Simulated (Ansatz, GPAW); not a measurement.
# A 4-layer slab of Sr(110): simulated STM images, part 3 of 4

Aim: Tersoff-Hamann images of a 4-layer slab of Sr(110) at several biases.

GPAW 26.7.0 and Ansatz 0.2.0; Ansatz plane waves; slab in vacuum with a dipole correction, relaxation (the session's first sound run).

So far, upper work function (eV): step 2 (relaxation, PBE) 2.57; step 3 (the slab's potential, PBE, GPAW) 2.57.

## Step 4: A second plane-wave code

A second program with its own datasets checks the number independently.

This step: Ansatz plane waves; slab in vacuum with a dipole correction (Ansatz 0.2.0).

input.yaml reads:

```yaml
crystal:
  lattice:
    - [6.08, 0.0, 0.0]
    - [0.0, 4.2992092296, 0.0]
    - [0.0, 0.0, 22.4488138444]
  atoms:
    - { symbol: Sr, position: [0.5, 0.5, 0.3563662675] }
    - { symbol: Sr, position: [0.0, 0.0, 0.4521220892] }
    - { symbol: Sr, position: [0.5, 0.5, 0.5416847923] }
    - { symbol: Sr, position: [0.0, 0.0, 0.6361300611] }
kpoints:
  mp_grid: { grid: [5, 7, 1] }
hamiltonian:
  xc: pbe
scf:
  occupations: { method: fermi_dirac, width: 0.1 }
efield:
  axis: 3
  dipole_correction: true
  ramp_width: 0.05
output:
  forces: true
  band_densities: [{ e_range: [-1.0, 0] }, { e_range: [0, 1.0] }]
  write_potential: true
  write_density: true
  volumetric_format: npy
  elf: true
```

Started as:

```sh
$ ansatz run input.yaml --threads 4 --pin off --max-ram 8192MiB --backend cpu --events-out ev --progress --plain --runs-dir out
```

Numbers of over 12 decimals in the logs are rounded to 6 here.

Output:

```text
[...]
Crystal: 4 atoms, lattice volume = 586.794 Å³
Basis set: ecut = 420 eV, 11505 PW (Γ), exchange–correlation on 90×60×320 points (8 copies of the dense FFT grid, shifted against one another)
Bands: 24, of which v1, the nominal top of the filled ones, is band 20 counted from 1 (19 counted from 0)
Symmetry: 4 space group operations
[...]
k-points: 12 of 35
[...]
SCF iter   1: F=—  HF=-14175.704071 eV  |F-HF|=—  |Δ(HF+E_count)|=         —  Δρ=1.51e-3  dr2=2.72e-1  ethr=1.77e-3  p=-0.000 e·Å  D=-1.02e-4 V/Å  ΔV_dip=0.00 eV  dr2_dipole=4.07e-5  V_vac-E_F(+/−)=2.28/2.28 eV  ⟨swp⟩=13.5  Hψ=4487  notcnv=0
[...]
SCF iter   8: F=-14175.681908 eV  HF=-14175.681908 eV  |F-HF|=7.48e-9  |Δ(HF+E_count)|=  9.28e-10  Δρ=1.21e-6  dr2=1.24e-8  ethr=2.50e-10  p=-0.000 e·Å  D=-8.95e-5 V/Å  ΔV_dip=0.00 eV  dr2_dipole=2.23e-10  V_vac-E_F(+/−)=2.56/2.56 eV  ⟨swp⟩=15.2  Hψ=3085  notcnv=0
SCF 1 converged in 8 iterations: F = -14175.681908 eV  dr2 = 1.24e-8
[...]
NSCF: frozen V_eff on 8 k-points
efield: sawtooth ramp at fractional position 0.9712 (kept from the solve that this one continues, or follows in the run), width 0.0500; the density the first Hamiltonian is built on has a dipole p = -0.000 e·Å; the dipole correction subtracts the counter field D = -8.95e-5 V/Å, which shifts the + side's vacuum level by +0.00 eV against the − side's; the planar-averaged density in the ramp window peaks in size at 2.3e-6 e/Å³
[...]
SCF converged after 8 iterations
Free energy (F): -14175.681908 eV
[...]
Internal energy: -14175.499312 eV  (E = F + TS)
E sigma→0 (E₀):  -14175.590610 eV
Entropy (-TS):   -0.182596 eV (-45.649 meV/atom)
Fermi energy:    0.402322 eV
Dipole field:    D = -0.000078 V/Å  (p = -0.000252 e·Å, saw-weighted, corrected)
Work function:   Φ+ = 2.5644 eV   Φ− = 2.5626 eV
[...]
--- Forces (eV/Å), atoms counted from 1 ---
  atom   1  Sr     0.00000000    -0.00000000     0.01741888
  atom   2  Sr    -0.00000000     0.00000000    -0.03464986
  atom   3  Sr     0.00000000    -0.00000000     0.00734012
  atom   4  Sr     0.00000000    -0.00000000     0.00988674
  max |Σ_I F_I| component: 4.13e-6 eV/Å
--- Band table (eV; the first three rows and the last of 12) ---
  k-point 0: bands = [... 16 lower, -2.8755, -1.8619, -0.5529, 0.0828, 0.5113, 0.9118, 1.1855, 1.2811, ... 4 higher]
  k-point 1: bands = [... 16 lower, -2.6645, -1.6638, -0.3777, 0.2476, 0.6232, 0.9749, 1.1089, 1.1957, ... 4 higher]
  k-point 2: bands = [... 16 lower, -2.0695, -1.1260, 0.0078, 0.4392, 0.8101, 0.9572, 1.0143, 1.0266, ... 4 higher]
  k-point 11: bands = [... 16 lower, -0.7078, -0.2780, 0.1680, 0.4595, 0.5588, 0.6272, 0.9075, 0.9785, ... 4 higher]
--- Band densities, each state counted as filled ---
  window                                       electrons  max residual (eV)  cut levels
  e_range: [-1, 0]                              3.771429             3.1e-9           0
  e_range: [0, 1]                              10.342857             2.0e-5           0
```

Run time: 6.8 s. Hardware: 4 threads of Intel Xeon Platinum 8488C (Sapphire Rapids), shared host; peak memory 0.89 GiB; 25 s of CPU time.

This step gave:

```yaml
upper_work_function: 2.564 eV
lower_work_function: 2.563 eV
dipole_along_the_normal: -2.52e-4 e·Å
dipole_field: -7.78e-5 V/Å
vacuum_level_above: 2.967 eV
vacuum_level_below: 2.965 eV
corrugation_e_range_minus_1_0_3p5: 0.7106 Å
decay_e_range_minus_1_0: 0.8651 Å⁻¹
apparent_barrier_e_range_minus_1_0: 2.851 eV, hbar² kappa² / 2m (holds the in-plane momentum too)
corrugation_e_range_0_1_3p5: 0.8332 Å
decay_e_range_0_1: 0.7010 Å⁻¹
apparent_barrier_e_range_0_1: 1.872 eV, hbar² kappa² / 2m (holds the in-plane momentum too)
```

The electrostatic potential energy of an electron (with the applied field's), less the Fermi level, planar mean oscillates, so the rows of the table below give means over windows of 1 Å about each position, cut where the curve ends. Its maxima inside the range that stand out by 2 % of the span (Å: eV): 9.1: -0.939, 11.2: -1.33, 13.2: -1.04. Its minima: 8.0: -8.19, 10.1: -7.87, 12.2: -7.88, 14.3: -8.17.

Table of electrostatic potential energy of an electron (with the applied field's), less the Fermi level, planar mean by z; means over each step:

| z (Å) | electrostatic potential energy of an electron (with the applied field's), less the Fermi level, planar mean (eV) |
| --- | --- |
| 0 | 2.56 |
| 1 | 2.56 |
| 2 | 2.56 |
| 3 | 2.56 |
| 4 | 2.55 |
| 5 | 2.46 |
| 6 | 2.02 |
| 7 | -0.286 |
| 8 | -6.53 |
| 9 | -1.77 |
| 10 | -6.10 |
| 11 | -2.43 |
| 12 | -6.14 |
| 13 | -2.22 |
| 14 | -5.82 |
| 15 | -2.15 |
| 16 | 1.72 |
| 17 | 2.40 |
| 18 | 2.54 |
| 19 | 2.56 |
| 20 | 2.56 |
| 21 | 2.56 |
| 22 | 2.56 |

The valence density, planar mean oscillates, so the rows of the table below give means over windows of 2.1 Å about each position, cut where the curve ends. Its maxima inside the range that stand out by 2 % of the span (Å: e/Å³): 8.0: 0.258, 10.1: 0.268, 12.2: 0.268, 14.3: 0.258. Its minima: 9.1: 0.0777, 11.2: 0.0940, 13.2: 0.0803.

The valence density, planar mean by z; means over each step:

| z (Å) | valence density, planar mean (e/Å³) |
| --- | --- |
| 1.05 | 2.2e-6 |
| 3.15 | 9.9e-5 |
| 5.25 | 0.00321 |
| 7.35 | 0.136 |
| 9.45 | 0.178 |
| 11.55 | 0.191 |
| 13.65 | 0.177 |
| 15.75 | 0.0427 |
| 17.85 | 9.0e-4 |
| 19.95 | 2.2e-5 |

E_range_-1_0. Table of planar mean of the window's density by height over the top atom:

| height over the top atom (Å) | planar mean of the window's density (e/Å³) |
| --- | --- |
| 1.50 | 0.00629 |
| 1.70 | 0.00523 |
| 1.90 | 0.00423 |
| 2.10 | 0.00334 |
| 2.30 | 0.00258 |
| 2.50 | 0.00195 |
| 2.70 | 0.00145 |
| 2.90 | 0.00107 |
| 3.10 | 7.8e-4 |
| 3.30 | 5.6e-4 |
| 3.50 | 4.0e-4 |
| 3.70 | 2.9e-4 |
| 3.90 | 2.0e-4 |
| 4.10 | 1.4e-4 |
| 4.30 | 1.0e-4 |
| 4.50 | 7.1e-5 |
| 4.70 | 4.9e-5 |
| 4.90 | 3.4e-5 |
| 5.10 | 2.4e-5 |
| 5.30 | 1.7e-5 |
| 5.50 | 1.1e-5 |
| 5.70 | 7.9e-6 |
| 5.90 | 5.5e-6 |
| 6.10 | 3.8e-6 |
| 6.30 | 2.6e-6 |
| 6.50 | 1.9e-6 |
| 6.70 | 1.3e-6 |
| 6.90 | 9.5e-7 |

Density over a1 and a2. Constant height 3.5 Å over the top atom, window e_range_-1_0.

Ten even steps from '0' (2.07 × 1e-4 e/Å³) to '9' (6.29 × 1e-4 e/Å³), each cell a mean:
```
999877654321110001122345678899
999877554321110001122345678899
999876553321100001112345678899
999876543321100000112345678899
998876543221100000112344667899
998876543221000000112334567889
998876543211000000112234567889
988776543211000000012234567889
888766543211000000011234567788
888766543211000000011234567788
888766443211000000011234567788
888766543211000000011234567788
888766543211000000011234567788
988776543211000000012234567888
998876543211000000012234567889
998876543211000000112234567889
998876543221100000112344667899
999876543321100000112345677899
999876543321100001112345678899
999877554321110001122345678899
999877654321110001122345678899
999877654321110001122345678899
```
Columns: a1 from 0 to 0.978; rows upwards: a2 from 0 to 0.967.

Tip height over the top atom over a1 and a2. Constant current at the density 4.018e-04 e/Å^3, window e_range_-1_0.

Values in Å, 12 rows by 16 columns, each cell a mean:
```
3.75 3.72 3.66 3.58 3.47 3.36 3.25 3.19 3.17 3.22 3.32 3.43 3.54 3.64 3.70 3.74
3.74 3.71 3.66 3.57 3.46 3.35 3.24 3.17 3.16 3.21 3.30 3.42 3.53 3.63 3.70 3.74
3.73 3.70 3.64 3.56 3.45 3.32 3.21 3.14 3.13 3.18 3.28 3.40 3.52 3.62 3.69 3.72
3.72 3.69 3.63 3.54 3.43 3.30 3.18 3.11 3.10 3.15 3.26 3.38 3.50 3.60 3.67 3.71
3.71 3.68 3.62 3.53 3.41 3.28 3.16 3.08 3.06 3.12 3.23 3.37 3.49 3.59 3.66 3.70
3.71 3.68 3.62 3.52 3.40 3.27 3.15 3.06 3.05 3.11 3.22 3.36 3.48 3.59 3.66 3.70
3.71 3.68 3.62 3.52 3.41 3.27 3.15 3.07 3.05 3.11 3.23 3.36 3.48 3.59 3.66 3.70
3.71 3.69 3.62 3.53 3.42 3.29 3.17 3.09 3.08 3.13 3.24 3.37 3.49 3.59 3.67 3.71
3.72 3.70 3.64 3.55 3.44 3.31 3.20 3.12 3.11 3.16 3.27 3.39 3.51 3.61 3.68 3.72
3.73 3.71 3.65 3.56 3.45 3.33 3.22 3.15 3.14 3.19 3.29 3.41 3.53 3.62 3.69 3.73
3.74 3.72 3.66 3.58 3.47 3.35 3.25 3.18 3.17 3.22 3.31 3.43 3.54 3.63 3.70 3.74
3.75 3.72 3.66 3.58 3.48 3.36 3.26 3.19 3.18 3.23 3.32 3.44 3.55 3.64 3.70 3.74
```
Columns: a1 from 0 to 0.978; rows upwards: a2 from 0 to 0.967.

E_range_0_1. Planar mean of the window's density against height over the top atom:

| height over the top atom (Å) | planar mean of the window's density (e/Å³) |
| --- | --- |
| 1.50 | 0.0209 |
| 1.70 | 0.0176 |
| 2.10 | 0.0119 |
| 2.30 | 0.00955 |
| 2.50 | 0.00755 |
| 2.70 | 0.00590 |
| 3.10 | 0.00352 |
| 3.30 | 0.00269 |
| 3.50 | 0.00205 |
| 3.90 | 0.00118 |
| 4.10 | 8.9e-4 |
| 4.30 | 6.7e-4 |
| 4.50 | 5.0e-4 |
| 4.90 | 2.8e-4 |
| 5.10 | 2.1e-4 |
| 5.30 | 1.5e-4 |
| 5.70 | 8.4e-5 |
| 5.90 | 6.1e-5 |
| 6.10 | 4.4e-5 |
| 6.30 | 3.2e-5 |
| 6.70 | 1.6e-5 |
| 6.90 | 1.1e-5 |

Density over a1 and a2. Constant height 3.5 Å over the top atom, window e_range_0_1.

Ten even steps from '_' (1.16 × 1e-3 e/Å³) to '@' (3.49 × 1e-3 e/Å³), each cell a mean:
```
++++======----::::....__________________....::::----====++++
++++++====----::::....__________________....::::--======++++
++++++++====----::....________________......::----====++++++
******++++==----::::....______________....::::--====++++****
####****++++==--::::....______________....::----==++******##
########**++====--::....____________....::::--==++++**######
%%%%%%##****++==--::::....__________....::----==++**####%%%%
@@%%%%%%##**++==----::....________......::--====++**##%%%%@@
@@@@@@%%##**++++==--::......______....::::--==++**##%%%%@@@@
@@@@@@%%####**++==--::......______....::::--==++**##%%%%@@@@
@@@@@@%%####**++==--::::....______....::::--==++**##%%@@@@@@
@@@@@@%%####**++==--::......______....::::--==++**##%%%%@@@@
@@@@@@%%##**++++==--::......______....::::--==++**##%%%%@@@@
@@@@%%%%##**++==----::....________......::--==++****##%%%%@@
%%%%%%##****++==--::::....__________....::----==++**####%%%%
%%######**++====--::......__________....::::--==++++**####%%
####****++++==----::....____________....::::----==++****####
******++++====--::::....______________....::::--====++******
****++++====----::....________________....::::----==++++++**
++++++====----::::....__________________....::::--====++++++
++++======----::::....__________________....::::----====++++
++++======----::......__________________....::::----======++
```
Columns: a1 from 0 to 0.978; rows upwards: a2 from 0 to 0.967.

Tip height over the top atom over a1 and a2. Constant current at the density 2.051e-03 e/Å^3, window e_range_0_1.

Ten even steps from '_' (3.02 Å) to '@' (3.85 Å), each cell a mean:
```
####******++++==--::::..____________....::----==++++******##
######****++++==----::..____________....::--====++******####
########****++====--::....__________..::::--==++++****######
%%%%######**++++==--::::..________....::----==++****######%%
%%%%%%######**++====--::....______....::--==++++**####%%%%%%
%%%%%%%%####****++==--::............::::--==++**####%%%%%%%%
@@@@@@%%%%####**++==----::..........::--====++**####%%%%@@@@
@@@@@@@@%%%%##**++++==--::........::::--==++****##%%%%@@@@@@
@@@@@@@@%%%%##****++==--::::......::::--==++**####%%%%@@@@@@
@@@@@@@@%%%%####**++==--::::......::----==++**##%%%%@@@@@@@@
@@@@@@@@%%%%####**++==--::::......::----==++**##%%%%@@@@@@@@
@@@@@@@@%%%%####**++==--::::......::----==++**##%%%%@@@@@@@@
@@@@@@@@%%%%##****++==--::::......::::--==++**####%%@@@@@@@@
@@@@@@@@%%%%##**++++==--::........::::--==++****##%%%%@@@@@@
@@@@@@%%%%####**++==----::..........::--==++++**####%%%%@@@@
@@%%%%%%%%##****++==--::::..........::----==++**####%%%%%%@@
%%%%%%%%####**++====--::....____....::::--==++++**####%%%%%%
%%%%######****++==--::::....______....::--====++****####%%%%
########****++++==--::....__________..::::--==++++**########
######****++++==----::..____________....::--====++******####
####******++++==--::::..____________....::----==++++******##
##********++====--::::..____________....::----==++++******##
```
Columns: a1 from 0 to 0.978; rows upwards: a2 from 0 to 0.967.

Band density in the ca plane at fractional y = 0.000, with atoms of Sr within 0.2 Å of it.

Ten steps, logarithmic in the rise over the least value, from '0' (0.00 × 1e-2 Å⁻³) to '9' (4.36 × 1e-2 Å⁻³), each cell a mean:
```
00001122345566666789976777765799866554321000
00001123345566776689867777776688666554321000
00001223455667777777777777777777666554321000
00001234456677777777777777888877766543211000
00011234566777777778888888888887765543211000
00012245567788887778888888888877665433210000
00012345677888887778888888888777655432110000
00012345677888887778888888888777655432110000
00012345677888887778888888888777655432110000
00012345667788887778888888888877665432210000
00011234567777777778888888888877765443210000
00011234556777777778888888888887766543211000
00001233456667777777777777887777766543221000
00001123445666776678777777777677666554321000
00001123345566666789866777775689766554321000
00001122344566666789976777765799966554321000
```
Columns run along c (16.0 Å, from fractional 0.15 to 0.86 of the cell), rows up along a (6.1 Å). Atoms in or near the plane, at fractional coordinates: Sr at (0.45, 0.00), Sr at (0.64, 0.00).

[end of part 3 of 4]

[Logs are printed without paths, hosts, clocks, repeated set-up lines and the standing remarks that a program may print on its own settings, such as how far it seeks lower states.]

[Hosts, paths, dates, database ids (printed as entryN), source tags and the programs' standing remarks are cut or masked in the printed files.]
